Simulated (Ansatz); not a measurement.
# TiZnSe3 (model cell, started as cubic perovskite with Ti in the octahedra): from the cell to its phonons

Task: relax TiZnSe3 (model cell, started as cubic perovskite with Ti in the octahedra), then find its harmonic phonons.

Program: Ansatz 0.2.0. Level of theory: DFT PBE, scalar-relativistic, plane waves, PAW; PAW set soft_1. Results are calculated unless marked as measured.

The structure was built from a prototype and need not be the compound's stable phase.

**1. Starting point**

The structure is cubic, space group Pm-3m (No. 221). The conventional cell has a = 5.067 Å, b = 5.067 Å, c = 5.067 Å, α = 90.00°, β = 90.00°, γ = 90.00°. Nearest to Zn lie 12 Se at 3.58 Å. Nearest to Ti lie 6 Se at 2.53 Å. Nearest to Se lie 2 Ti at 2.53 Å. Farther neighbours and most contacts between anions are not listed.

**2. Relaxation**

The cell and atoms are relaxed, since residual forces and stress would shift the frequencies.

input.yaml

```yaml
crystal:
  lattice:
    - [5.0666, 0.0, 0.0]
    - [0.0, 5.0666, 0.0]
    - [0.0, 0.0, 5.0666]
  atoms:
    - { symbol: Zn, position: [0.0, 0.0, 0.0] }
    - { symbol: Ti, position: [0.5, 0.5, 0.5] }
    - { symbol: Se, position: [0.5, 0.5, 0.0] }
    - { symbol: Se, position: [0.5, 0.0, 0.5] }
    - { symbol: Se, position: [0.0, 0.5, 0.5] }
kpoints:
  mp_grid: { grid: [8, 8, 8] }
hamiltonian:
  xc: pbe
  pseudopotentials: { kind: paw, azcp: { folder: soft_1 } }
scf:
  occupations: { method: gaussian, width: 0.1 }
output:
  forces: true
  stress: true
  eigenvalues: true
relax:
  adjacent_minimum: "off"
  f_tol: 0.005
  max_steps: 80
  cell: { stress_tol: 0.05 }
```

On the command line:

```sh
$ ansatz run input.yaml --threads 4 --pin off --max-ram 16384MiB --backend cpu --events-out ev --progress --plain --runs-dir out
```

Numbers of over 12 decimals in the logs are rounded to 6 here.

Output:

```text
Engine: ansatz 0.2.0, aarch64-unknown-linux-gnu
Pseudopotentials: kind: paw
Pseudopotential: Zn, paw, valence charge 12, recommended cutoff 420 eV (normal), soft_1/Zn.paw.azcp
Pseudopotential: Ti, paw, valence charge 12, recommended cutoff 420 eV (normal), soft_1/Ti.paw.azcp
Pseudopotential: Se, paw, valence charge 16, recommended cutoff 420 eV (normal), soft_1/Se.paw.azcp
Functional definition: PBE
  parameter kappa = 0.804
  parameter beta = 0.066725
  exchange = pbe_x(kappa = kappa, mu = beta*pi^2/3)
  correlation = pbe_c(beta = beta)
Crystal: 5 atoms, lattice volume = 130.062 Å³
Basis set: ecut = 420 eV, 2517 PW (Γ), exchange–correlation on 72×72×72 points (8 copies of the dense FFT grid, shifted against one another)
Bands: 44, of which v1, the nominal top of the filled ones, is band 36 counted from 1 (35 counted from 0)
Symmetry: 48 space group operations
Space group: Pm-3m (ITA 221), of the structure as read, at distance tolerance 5.1e-5 Å
k-points: 35 of 512
Non-local potential: Zn, projectors of the file, l = 0: 2, l = 1: 2, l = 2: 3, l = 3: 1
Non-local potential: Ti, projectors of the file, l = 0: 3, l = 1: 2, l = 2: 3, l = 3: 1
Non-local potential: Se, projectors of the file, l = 0: 2, l = 1: 2, l = 2: 3, l = 3: 1
PAW form: soft (Blöchl's): semilocal exchange-correlation on the pseudo side does not see the compensation charge
PAW one-centre angular grid: Zn, 590 points (default); XC on 64 Gauss nodes
PAW one-centre angular grid: Ti, 590 points (default); XC on 64 Gauss nodes
PAW one-centre angular grid: Se, 590 points (default); XC on 64 Gauss nodes
Initial density: superposition of atomic densities (chi_scale 0.1, normalization cell, long waves kept (reshape's long-wave potential 0.01 eV rms))
Initial wavefunctions: pseudopotential atomic-orbital guess
Functional: x = pbe(κ = 0.804, μ = 0.219515), c = pbe(β = 0.066725)
SCF iter   1: F=—  HF=-22231.693805 eV  |F-HF|=—  |Δ(HF+E_count)|=         —  Δρ=1.74e-1  dr2=7.68e1  ethr=3.10e-3  ⟨swp⟩=6.2  Hψ=5557  notcnv=0
preconditioner: auto → LDOS  [metal: Δε(μ)=0.022 eV  Ē_g=7.730 eV  σ=0.100 eV  W_gap=0.12  n_scr=26 (ndim 8)  ℏωp=19.0 eV  f_vac=0.022  D(μ)=5.06/eV (n_scr^D=32)  β→1.0]
SCF iter   2: F=—  HF=-22228.377071 eV  |F-HF|=—  |Δ(HF+E_count)|=    3.32e0  Δρ=7.09e-2  dr2=4.68e0  ethr=3.10e-3  ⟨swp⟩=3.1  Hψ=3218  notcnv=0  defer=58
SCF iter   3: F=—  HF=-22227.573153 eV  |F-HF|=—  |Δ(HF+E_count)|=   8.04e-1  Δρ=4.02e-2  dr2=2.40e0  ethr=3.10e-3  ⟨swp⟩=3.0  Hψ=2921  notcnv=0  defer=74
SCF iter   4: F=—  HF=-22227.103131 eV  |F-HF|=—  |Δ(HF+E_count)|=   4.70e-1  Δρ=1.29e-2  dr2=3.73e-1  ethr=3.10e-3  ⟨swp⟩=2.0  Hψ=2509  notcnv=0  defer=81
SCF iter   5: F=—  HF=-22227.065420 eV  |F-HF|=—  |Δ(HF+E_count)|=   3.77e-2  Δρ=2.73e-3  dr2=1.83e-2  ethr=5.18e-4  ⟨swp⟩=2.0  Hψ=1989  notcnv=0  defer=78
SCF iter   6: F=—  HF=-22227.064254 eV  |F-HF|=—  |Δ(HF+E_count)|=   1.17e-3  Δρ=6.69e-4  dr2=6.50e-4  ethr=2.54e-5  ⟨swp⟩=2.1  Hψ=1794  notcnv=0  defer=78
SCF iter   7: F=—  HF=-22227.064184 eV  |F-HF|=—  |Δ(HF+E_count)|=   7.02e-5  Δρ=2.79e-4  dr2=1.90e-4  ethr=9.03e-7  ⟨swp⟩=2.0  Hψ=2668  notcnv=0  defer=78
SCF iter   8: F=—  HF=-22227.064159 eV  |F-HF|=—  |Δ(HF+E_count)|=   2.48e-5  Δρ=6.63e-5  dr2=1.20e-5  ethr=2.65e-7  ⟨swp⟩=2.5  Hψ=2691  notcnv=0  defer=78
SCF iter   9: F=—  HF=-22227.064244 eV  |F-HF|=—  |Δ(HF+E_count)|=   8.49e-5  Δρ=3.77e-5  dr2=3.45e-6  ethr=1.67e-8  ⟨swp⟩=1.1  Hψ=1465  notcnv=0  defer=78
SCF iter  10: F=-22227.064243 eV  HF=-22227.064243 eV  |F-HF|=5.23e-8  |Δ(HF+E_count)|=   3.94e-7  Δρ=5.62e-6  dr2=6.27e-8  ethr=1.39e-10  ⟨swp⟩=9.3  Hψ=7184  notcnv=0
SCF 1 converged in 10 iterations: F = -22227.064243 eV  dr2 = 6.27e-8
  greatest PAW one-centre occupation: 1.000 electrons in one spin orbital (limit 2), on the Se atom at site 2 (counted from 0), in its partial waves of l = 2
relax step   1: F+E_penalty+E_count = -22227.06424338 eV  Δ(F+E_penalty+E_count) = +0.000e0 eV  max|allowed force component| = 1.052e-29 eV/Å  Δτ_max = 0.0000 Å  P = -3.253 GPa  Ω = 130.062 Å³  (10 SCF iters, dr2 threshold 1.00e-7 eV, accepted)
Crystal: 5 atoms, lattice volume = 121.973 Å³
Basis set: ecut = 420 eV, 2373 PW (Γ), exchange–correlation on 72×72×72 points (8 copies of the dense FFT grid, shifted against one another)
Initial density: handed on by an earlier stage of this run
Initial wavefunctions: those handed on with the density
iter 1 solved again at ethr=5.45e-4 eV; its pass at ethr=3.10e-3 eV (dr2=3.93e-1 eV) is discarded
SCF iter   1: F=—  HF=-22227.194407 eV  |F-HF|=—  |Δ(HF+E_count)|=         —  Δρ=1.19e-2  dr2=3.92e-1  ethr=5.45e-4  ⟨swp⟩=1.0  Hψ=6703  notcnv=0
preconditioner: auto → LDOS  [metal: Δε(μ)=0.063 eV  Ē_g=7.771 eV  σ=0.100 eV  W_gap=0.34  n_scr=26 (ndim 8)  ℏωp=19.6 eV  f_vac=0.020  D(μ)=3.48/eV (n_scr^D=26)  β→1.0]
SCF iter   2: F=—  HF=-22227.163971 eV  |F-HF|=—  |Δ(HF+E_count)|=   3.04e-2  Δρ=6.09e-3  dr2=6.87e-2  ethr=5.44e-4  ⟨swp⟩=2.0  Hψ=1825  notcnv=0
SCF iter   3: F=—  HF=-22227.156748 eV  |F-HF|=—  |Δ(HF+E_count)|=   7.22e-3  Δρ=2.32e-3  dr2=3.14e-3  ethr=9.54e-5  ⟨swp⟩=2.0  Hψ=2492  notcnv=0  defer=18
SCF iter   4: F=—  HF=-22227.155401 eV  |F-HF|=—  |Δ(HF+E_count)|=   1.35e-3  Δρ=8.34e-4  dr2=1.25e-3  ethr=4.36e-6  ⟨swp⟩=2.0  Hψ=1874  notcnv=0  defer=18
SCF iter   5: F=—  HF=-22227.155135 eV  |F-HF|=—  |Δ(HF+E_count)|=   2.66e-4  Δρ=2.91e-4  dr2=2.52e-4  ethr=1.73e-6  ⟨swp⟩=2.0  Hψ=1787  notcnv=0  defer=18
SCF iter   6: F=—  HF=-22227.155105 eV  |F-HF|=—  |Δ(HF+E_count)|=   3.05e-5  Δρ=8.30e-5  dr2=2.24e-5  ethr=3.50e-7  ⟨swp⟩=2.0  Hψ=1921  notcnv=0  defer=18
SCF iter   7: F=—  HF=-22227.155102 eV  |F-HF|=—  |Δ(HF+E_count)|=   2.74e-6  Δρ=2.74e-5  dr2=1.57e-6  ethr=3.11e-8  ⟨swp⟩=2.0  Hψ=1910  notcnv=0  defer=18
SCF iter   8: F=-22227.155102 eV  HF=-22227.155102 eV  |F-HF|=3.87e-7  |Δ(HF+E_count)|=   4.04e-8  Δρ=1.42e-5  dr2=4.40e-7  ethr=6.94e-10  ⟨swp⟩=8.2  Hψ=6543  notcnv=0
SCF 2 converged in 8 iterations: F = -22227.155102 eV  dr2 = 4.40e-7
relax step   2: F+E_penalty+E_count = -22227.15510156 eV  Δ(F+E_penalty+E_count) = -9.086e-2 eV  max|allowed force component| = 4.940e-29 eV/Å  Δτ_max = 0.0000 Å  P = -0.090 GPa  Ω = 121.973 Å³  energy of the carried Pulay correction = +1.531e-3 eV  (8 SCF iters, dr2 threshold 5.00e-7 eV, accepted)
Crystal: 5 atoms, lattice volume = 121.758 Å³
iter 1 solved again at ethr=3.61e-7 eV; its pass at ethr=3.10e-3 eV (dr2=2.60e-4 eV) is discarded
SCF iter   1: F=—  HF=-22227.155202 eV  |F-HF|=—  |Δ(HF+E_count)|=         —  Δρ=3.03e-4  dr2=2.53e-4  ethr=3.61e-7  ⟨swp⟩=2.6  Hψ=6238  notcnv=0
preconditioner: auto → LDOS  [metal: Δε(μ)=0.068 eV  Ē_g=7.848 eV  σ=0.100 eV  W_gap=0.36  n_scr=26 (ndim 8)  ℏωp=19.6 eV  f_vac=0.022  D(μ)=2.98/eV (n_scr^D=18)  β→1.0]
SCF iter   2: F=—  HF=-22227.155210 eV  |F-HF|=—  |Δ(HF+E_count)|=   7.86e-6  Δρ=3.81e-4  dr2=3.08e-4  ethr=3.52e-7  ⟨swp⟩=2.0  Hψ=1913  notcnv=0
SCF iter   3: F=—  HF=-22227.155175 eV  |F-HF|=—  |Δ(HF+E_count)|=   3.48e-5  Δρ=3.53e-5  dr2=2.04e-6  ethr=3.52e-7  ⟨swp⟩=1.4  Hψ=1576  notcnv=0
SCF iter   4: F=—  HF=-22227.155199 eV  |F-HF|=—  |Δ(HF+E_count)|=   2.47e-5  Δρ=2.30e-5  dr2=7.16e-7  ethr=2.84e-9  ⟨swp⟩=2.0  Hψ=2114  notcnv=0
SCF iter   5: F=—  HF=-22227.155199 eV  |F-HF|=—  |Δ(HF+E_count)|=   1.75e-7  Δρ=5.63e-6  dr2=1.07e-7  ethr=9.95e-10  ⟨swp⟩=2.0  Hψ=1872  notcnv=0
SCF iter   6: F=-22227.155199 eV  HF=-22227.155199 eV  |F-HF|=2.86e-9  |Δ(HF+E_count)|=   2.30e-8  Δρ=2.03e-6  dr2=5.39e-9  ethr=2.81e-11  ⟨swp⟩=4.1  Hψ=4913  notcnv=0
SCF 3 converged in 6 iterations: F = -22227.155199 eV  dr2 = 5.39e-9
  greatest PAW one-centre occupation: 1.000 electrons in one spin orbital (limit 2), on the Se atom at site 4 (counted from 0), in its partial waves of l = 2
relax step   3: F+E_penalty+E_count = -22227.15519922 eV  Δ(F+E_penalty+E_count) = -9.766e-5 eV  max|allowed force component| = 8.362e-30 eV/Å  Δτ_max = 0.0000 Å  P = +0.010 GPa  Ω = 121.758 Å³  energy of the carried Pulay correction = +1.574e-3 eV  (6 SCF iters, dr2 threshold 2.02e-8 eV, accepted)
Initial wavefunctions: pseudopotential atomic-orbital guess (no wavefunctions were taken with the density)
iter 1 solved again at ethr=9.89e-8 eV; its pass at ethr=3.10e-3 eV (dr2=7.12e-5 eV) is discarded
SCF iter   1: F=—  HF=-22227.153540 eV  |F-HF|=—  |Δ(HF+E_count)|=         —  Δρ=1.06e-4  dr2=4.64e-6  ethr=9.89e-8  ⟨swp⟩=3.0  Hψ=9422  notcnv=0
preconditioner: auto → LDOS  [metal: Δε(μ)=0.067 eV  Ē_g=7.851 eV  σ=0.100 eV  W_gap=0.36  n_scr=26 (ndim 8)  ℏωp=19.6 eV  f_vac=0.022  D(μ)=2.97/eV (n_scr^D=18)  β→1.0]
SCF iter   2: F=—  HF=-22227.153574 eV  |F-HF|=—  |Δ(HF+E_count)|=   3.38e-5  Δρ=1.50e-4  dr2=1.58e-5  ethr=6.45e-9  ⟨swp⟩=2.1  Hψ=2798  notcnv=0
SCF iter   3: F=—  HF=-22227.153573 eV  |F-HF|=—  |Δ(HF+E_count)|=   1.14e-6  Δρ=1.52e-4  dr2=1.41e-5  ethr=6.45e-9  ⟨swp⟩=3.2  Hψ=3056  notcnv=0
SCF iter   4: F=—  HF=-22227.153567 eV  |F-HF|=—  |Δ(HF+E_count)|=   6.13e-6  Δρ=5.20e-5  dr2=1.62e-6  ethr=6.45e-9  ⟨swp⟩=2.0  Hψ=1929  notcnv=0
SCF iter   5: F=—  HF=-22227.153566 eV  |F-HF|=—  |Δ(HF+E_count)|=   7.65e-7  Δρ=9.26e-6  dr2=4.65e-8  ethr=2.25e-9  ⟨swp⟩=2.0  Hψ=1848  notcnv=0
SCF iter   6: F=—  HF=-22227.153566 eV  |F-HF|=—  |Δ(HF+E_count)|=   1.99e-8  Δρ=1.02e-6  dr2=6.98e-10  ethr=6.46e-11  ⟨swp⟩=2.0  Hψ=1889  notcnv=0
SCF iter   7: F=-22227.153566 eV  HF=-22227.153566 eV  |F-HF|=1.46e-11  |Δ(HF+E_count)|=  2.00e-10  Δρ=1.28e-7  dr2=1.27e-11  ethr=1.00e-12  ⟨swp⟩=3.1  Hψ=6196  notcnv=0
SCF 4 converged in 7 iterations: F = -22227.153566 eV  dr2 = 1.27e-11
relax step   4: F+E_penalty+E_count = -22227.15356581 eV  Δ(F+E_penalty+E_count) = +1.633e-3 eV  max|allowed force component| = 7.139e-30 eV/Å  Δτ_max = 0.0000 Å  P = +0.011 GPa  Ω = 121.758 Å³  stress off target by 1.13e-2 GPa  SCF on the basis re-selected at this cell (its energy is not comparable with the rows above)  (7 SCF iters)
basis re-selected at this cell: Δ(F+E_penalty+E_count) = +1.633e-3 eV, ΔP = +0.001 GPa vs the last step (what re-selecting the basis moved, of the pressure what is left beyond the Pulay correction that the steps carried, after the strain that the cell walked since its last selection, with what the two solves' SCF thresholds leave and, on support functions, any second-order correction that the steps lacked; it is no m [...]
SCF converged after 7 iterations
Free energy (F): -22227.153566 eV
Harris-Foulkes:  -22227.153566 eV  (|F-HF|=1.46e-11)
Internal energy: -22227.138691 eV  (E = F + TS)
E sigma→0 (E₀):  -22227.146128 eV
Entropy (-TS):   -0.014875 eV (-2.975 meV/atom)
Fermi energy:    6.948356 eV
--- Per-component energies (eV) ---
  E_band       = -1409.825534
  E_kinetic    = 754.154562
  E_local      = -11439.604464  (includes V_loc(G=0)·N_el)
  E_nonlocal   = -181.096618
  E_hartree    = 5538.630580
  E_xc         = -446.247742
  E_vxc        = -462.620676  (∫ρ·V_xc dr)
  E_paw        = -9330.023949  (= ΣΔE_a)
  E_vpaw       = -1157.917896  (= ΣTr[D̂ρ^β])
  E_aug_tail   = -0.001493  (compensation charges beyond the density's cutoff)
  E_ewald      = -7122.949566
  E_smearing   = -0.014875  (= −TS)
  E_closure    = 0.000000  (closes the sum)
  Σ components = -22227.153566   (vs F -22227.153566, Δ=0.00e0)
--- Forces (eV/Å), atoms counted from 1 ---
  atom   1  Zn     0.00000000     0.00000000     0.00000000
  atom   2  Ti     0.00000000    -0.00000000     0.00000000
  atom   3  Se     0.00000000     0.00000000    -0.00000000
  atom   4  Se    -0.00000000     0.00000000    -0.00000000
  atom   5  Se    -0.00000000     0.00000000    -0.00000000
  max |Σ_I F_I| component: 6.38e-30 eV/Å
--- Stress (GPa, compression-positive) ---
        0.011307      -0.000000       0.000000
       -0.000000       0.011307      -0.000000
        0.000000      -0.000000       0.011307
  P = ⅓ Tr σ = 0.0113 GPa (0.113 kbar)
--- Band table (eV; the first three rows and the last of 35) ---
  k-point 0: bands = [... 32 lower, 6.2180, 6.2180, 6.8949, 6.8949, 6.8949, 7.1937, 7.1937, 7.1937, ... 4 higher]
  k-point 1: bands = [... 32 lower, 5.9204, 6.1399, 6.6693, 6.7232, 6.7232, 7.1979, 7.6814, 7.6814, ... 4 higher]
  k-point 2: bands = [... 32 lower, 5.3477, 5.9655, 6.7184, 6.7184, 6.9692, 7.2083, 8.2756, 8.2756, ... 4 higher]
  k-point 34: bands = [... 32 lower, 3.7452, 5.2774, 7.7027, 7.7027, 7.7027, 8.7587, 8.7587, 8.7587, ... 4 higher]
--- Relaxed structure (3 steps of the walk, 3 accepted, 1 SCFs on fresh bases) ---
  F+E_penalty+E_count = -22227.15356581 eV   max|allowed force component| = 7.139e-30 eV/Å   (the final SCF, on the basis selected at the relaxed cell)
  cell:  # Å, volume = 121.7581 Å³
    - [4.956395, 0, 0]
    - [0, 4.956395, 0]
    - [0, 0, 4.956395]
  atoms:
    - { symbol: Zn, position: [0, 0, 0] }
    - { symbol: Ti, position: [0.5, 0.5, 0.5] }
    - { symbol: Se, position: [0.5, 0.5, 0] }
    - { symbol: Se, position: [0.5, 0, 0.5] }
    - { symbol: Se, position: [0, 0.5, 0.5] }
```

The job ended after 18 s (4 threads of Arm Neoverse V1, shared host; peak memory 0.59 GiB).

The steps of the relaxation:

```csv
step,energy less that of the first step (eV),largest force component (eV/Å),pressure (GPa),volume (Å³)
1,0.0000,0.0000,-3.25,130.06
2,-0.0909,0.0000,-0.09,121.97
3,-0.0910,0.0000,0.01,121.76
4*,-0.0893,0.0000,0.01,121.76
```

Relaxation steps marked * repeat the geometry before them on a plane-wave basis chosen anew for their cell, so energy and pressure can jump there.

The run keeps the 48 symmetry operations that it works with, so distortions that break them were not tested.

```csv
"conventional cell, symmetrised",before,after,change
a (Å),5.067,4.956,-2.2 %
b (Å),5.067,4.956,-2.2 %
c (Å),5.067,4.956,-2.2 %
volume (Å³/atom),26.01,24.35,-6.4 %
```

The relaxed structure:

```xyz
5
Lattice="4.9564 0.0000 0.0000 0.0000 4.9564 0.0000 0.0000 0.0000 4.9564" Properties=species:S:1:pos:R:3 pbc="T T T"
Zn    0.0000    0.0000    0.0000
Ti    2.4782    2.4782    2.4782
Se    2.4782    2.4782    0.0000
Se    2.4782    0.0000    2.4782
Se    0.0000    2.4782    2.4782
```

Numbers from this step:

| Quantity | Value |
| --- | --- |
| pressure | 0.01131 GPa |
| volume per atom | 24.35 Å³ |
| gap on the k-mesh | 0 eV |

In this step the volume went from 26.01 to 24.35 Å³/atom.

**3. Tight relaxation**

Phonons need a cell at rest on their own settings, so the relaxation is repeated with tight tolerances on forces and stress on the k mesh and occupations of the first response run.

input.yaml, the sections that differ from step 2:

```yaml
crystal:
  lattice:
    - [4.9563954824, 0.0, 0.0]
    - [0.0, 4.9563954824, 0.0]
    - [0.0, 0.0, 4.9563954824]
  atoms:
    - { symbol: Zn, position: [0.0, 0.0, 0.0] }
    - { symbol: Ti, position: [0.5, 0.5, 0.5] }
    - { symbol: Se, position: [0.5, 0.5, 0.0] }
    - { symbol: Se, position: [0.5, 0.0, 0.5] }
    - { symbol: Se, position: [0.0, 0.5, 0.5] }
scf:
  occupations: { method: methfessel_paxton, width: 0.2 }
relax:
  adjacent_minimum: "off"
  f_tol: 0.001
  max_steps: 60
  cell: { stress_tol: 0.01 }
# kpoints, hamiltonian, output: as in step 2
```

Output:

```text
[...]
Crystal: 5 atoms, lattice volume = 121.758 Å³
Basis set: ecut = 420 eV, 2373 PW (Γ), exchange–correlation on 72×72×72 points (8 copies of the dense FFT grid, shifted against one another)
Bands: 44, of which v1, the nominal top of the filled ones, is band 36 counted from 1 (35 counted from 0)
Symmetry: 48 space group operations
[...]
k-points: 35 of 512
[...]
--- Relaxed structure (1 steps of the walk, 1 accepted, 1 SCFs on fresh bases) ---
[...]
cell:  # Å, volume = 121.7581 Å³
    - [4.9563954824, 0.0, 0.0]
    - [0.0, 4.9563954824, 0.0]
    - [0.0, 0.0, 4.9563954824]
  atoms:
    - { symbol: Zn, position: [0.0, 0.0, 0.0] }
    - { symbol: Ti, position: [0.5, 0.5, 0.5] }
    - { symbol: Se, position: [0.5, 0.5, 0.0] }
    - { symbol: Se, position: [0.5, 0.0, 0.5] }
    - { symbol: Se, position: [0.0, 0.5, 0.5] }
[key lines of the parts left out:]
SCF converged after 8 iterations
Free energy (F): -22227.140831 eV
Fermi energy:    6.944286 eV
P = ⅓ Tr σ = -0.0042 GPa (-0.042 kbar)
```

Elapsed: 9.2 s, on 4 threads; peak memory 0.57 GiB.

Little changed from the start: no atom moved by 0.005 Å and no cell edge by 0.1 %.

Numbers from this step:

| Item | Value |
| --- | --- |
| pressure | -0.004213 GPa |

The forces vanish by symmetry and the pressure is -0.004 GPa, within the tolerances set. The cell now holds 24.35 Å³/atom.

(Part 1 of 2 ends here.)

[Logs are printed without paths, hosts, clocks, repeated set-up lines and the standing remarks that a program may print on its own settings, such as how far it seeks lower states.]

[Hosts, paths, dates, database ids (printed as entryN), source tags and the programs' standing remarks are cut or masked in the printed files.]
